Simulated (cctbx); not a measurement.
**ZnCr3C: solution and refinement**

Cell a = 3.8860 Å, b = 3.8860 Å, c = 3.8860 Å, α = 90.00°, β = 90.00°, γ = 90.00°; space group Pm-3m (no. 221); content Zn1 Cr3 C1.

The data are simulated with cctbx, not measured: Mo Kα, λ = 0.71073 Å, to d = 0.6 Å, 70 % of the full sphere, strongest reflection 20000 counts, noise from counting, a 1.5 % proportional error and a noise floor of 2 counts (s.d.); no absorption.

Charge flipping in P1 on normalised amplitudes to 0.8 Å, δ = 1 σ, 20 % of the reflections treated as weak, 300 cycles:

```text
cycle      R  skewness
    0  0.748     0.12
   25  0.254     3.69
   50  0.253     3.49
   75  0.280     3.62
  100  0.292     3.49
  125  0.265     3.53
  150  0.294     3.37
  175  0.284     3.55
  200  0.259     3.41
  225  0.306     3.61
  250  0.293     3.61
  275  0.334     3.75
origin shift          correlation  skewness
 0.330  0.483  0.869      1.000      5.40
 0.330  0.484  0.372      1.000      5.17
 0.331 -0.026  0.874      1.000      5.19
 0.338 -0.016  0.363      1.000      5.12
taken: symmetry correlation 1.000, skewness 5.40
peak      x       y       z  mult  height/sigma
Q1    0.0000  0.0000  0.0000    1     12.2
Q2    0.0000  0.5000  0.5000    3      8.9
Q3    0.5000  0.5000  0.5000    1      1.0
Q4    0.0000  0.1880  0.5000   12      0.4
Q5    0.0000  0.0000  0.3049    6      0.3
Q6    0.1728  0.1728  0.1728    8      0.3
Q7    0.0000  0.2907  0.2907   12      0.0
```

The origin is taken among those within 0.04 of the best correlation, by the skewness of the map.

It took 1.3 s on 1 thread of Arm Neoverse N1, with other jobs on the host, peak memory 0.07 GiB.

**Question.** Which peaks are atoms, and which elements?

Heights go roughly as Z and multiplicities must add up to the content. First model: Q1 = Zn1 (1 in the cell, height 12.2), Q2 = Cr1 (3 in the cell, height 8.9) and Q3 = C1 (1 in the cell, height 1.0). Against the true structure, Q1 is Zn, Q2 is Cr and Q3 is C; the other peaks are not atoms.

Least squares on F², isotropic:

```text
Rint 0.020, 48 unique reflections to 0.61 A
cycle     R1     wR2    GooF  max shift (A)
   1  0.0635  0.1600  12.348   0.00000
   2  0.0623  0.1478  11.411   0.00000
final R1 0.0623 wR2 0.1478 GooF 11.411  parameters 3  data/parameter 16.0
atom        x        y        z      Ueq    occ   su(xyz)  su(Uiso or U11)
Zn1    0.00000  0.00000  0.00000   0.0217  1.000  0.00000  0.0011
Cr1    0.00000  0.50000  0.50000   0.0197  1.000  0.00000  0.0008
C1     0.50000  0.50000  0.50000   0.0256  1.000  0.00000  0.0075
difference map: max 5.09 min -5.01 rms 0.59
Q1    0.0000  0.0000  0.0000    1    5.09  0.00 A from Zn1
Q2    0.0000  0.5000  0.5000    3    3.22  0.00 A from Cr1
Q3    0.0000  0.1576  0.1576   12    1.02  0.87 A from Zn1
Q4    0.0959  0.2360  0.5000   24    0.88  1.09 A from Cr1
Q5    0.1802  0.4183  0.4183   24    0.87  0.83 A from Cr1
```

Anisotropic refinement:

```text
Rint 0.020, 48 unique reflections to 0.61 A
cycle     R1     wR2    GooF  max shift (A)
   1  0.0623  0.1478  11.540   0.00000
   2  0.0051  0.0100   0.784   0.00000
final R1 0.0051 wR2 0.0100 GooF 0.784  parameters 4  data/parameter 12.0
atom        x        y        z      Ueq    occ   su(xyz)  su(Uiso or U11)
Zn1    0.00000  0.00000  0.00000   0.0201  1.000  0.00000  0.0001
Cr1    0.00000  0.50000  0.50000   0.0208  1.000  0.00000  0.0001
C1     0.50000  0.50000  0.50000   0.0243  1.000  0.00000  0.0005
difference map: max 0.17 min -0.14 rms 0.04
Q1    0.0000  0.0000  0.1725    6    0.17  0.67 A from Zn1
Q2    0.2378  0.3701  0.5000   24    0.11  1.05 A from Cr1
Q3    0.0000  0.3117  0.5000   12    0.10  0.73 A from Cr1
Q4    0.1755  0.1755  0.1755    8    0.10  1.18 A from Zn1
Q5    0.0000  0.0000  0.3586    6    0.09  1.39 A from Zn1
Q6    0.3635  0.3635  0.3635    8    0.09  0.92 A from C1
```

**Reading.** The refinement ends at R1 = 0.0051, wR2 = 0.0100, GooF = 0.78, with difference density between -0.14 and 0.17 e/Å³. Every site matches the true model in element, within 0.001 Å r.m.s., up to an allowed shift of origin.

True model:

```
atom  mult.    x    y    z  Ueq (Å²)
 Zn1      1    0    0    0    0.0201
 Cr1      3  1/2    0  1/2    0.0209
  C1      1  1/2  1/2  1/2    0.0225
```

The model is made up (kin elements in a known structure type, no relaxation), so it says nothing on whether the phase exists.

[Middle refinement cycles are left out of these outputs.]

[Logs are printed without paths, hosts, clocks, repeated set-up lines and the standing remarks that a program may print on its own settings, such as how far it seeks lower states.]
